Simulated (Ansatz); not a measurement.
Two G0W0 runs on SnSe2 (1T monolayer).

The cell holds 3 atoms: 1 Sn and 2 Se. Its edges and angles: a = 3.869 Å, b = 3.869 Å, c = 29.600 Å, α = 90.0°, β = 90.0°, γ = 120.0°. Vacuum lies along c.

```xyz
3
Lattice="3.8693 0.0000 0.0000 -1.9347 3.3509 0.0000 0.0000 0.0000 29.6000" Properties=species:S:1:pos:R:3
Sn    0.0000    0.0000   14.8000
Se    0.0000    2.2340   16.3941
Se    1.9347    1.1170   13.2059
```

The structure was relaxed with PBE. The runs that relaxed it are not among those shown.

The first (Ansatz 0.2.0; start PBE, 6×6×1 mesh, 345 empty bands, screening to 54 eV, PAW set soft_1 files; 4 threads of Arm Neoverse V1, shared host) gave, on its mesh: starting gap 0.80 eV, G0W0 gap 1.70 eV, mean of 1 + 4πα/V (set by the cell height) 2.60, 1.9 min.

Q: The second changes frequency model from contour deformation to plasmon pole. What does it give?

It gave: starting gap 0.80 eV, G0W0 gap 1.77 eV, mean of 1 + 4πα/V (set by the cell height) 2.60, 2 min. The G0W0 gap moves by +0.07 eV, +0.00 eV from the start and +0.07 eV from the correction. Σc changes by −0.03 eV at the valence top and +0.04 eV at the conduction bottom, and Σx − Vxc between them by +0.00 eV.

Limits: not at the basis limit; coarse mesh for a sheet; no spin-orbit coupling.

[Paths, hosts, dates, memory and timing lines, banners, echoed tables and standing remarks are left out of the program output.]

[Logs are printed without paths, hosts, clocks, repeated set-up lines and the standing remarks that a program may print on its own settings, such as how far it seeks lower states.]

[Runs of the session that timed out or met a known fault of the program may be left out.]

[Cells called generated may have been cut or substituted from an entry of the Crystallography Open Database or the Materials Project.]

[Hosts, paths, dates, database ids (printed as entryN), source tags and the programs' standing remarks are cut or masked in the printed files.]
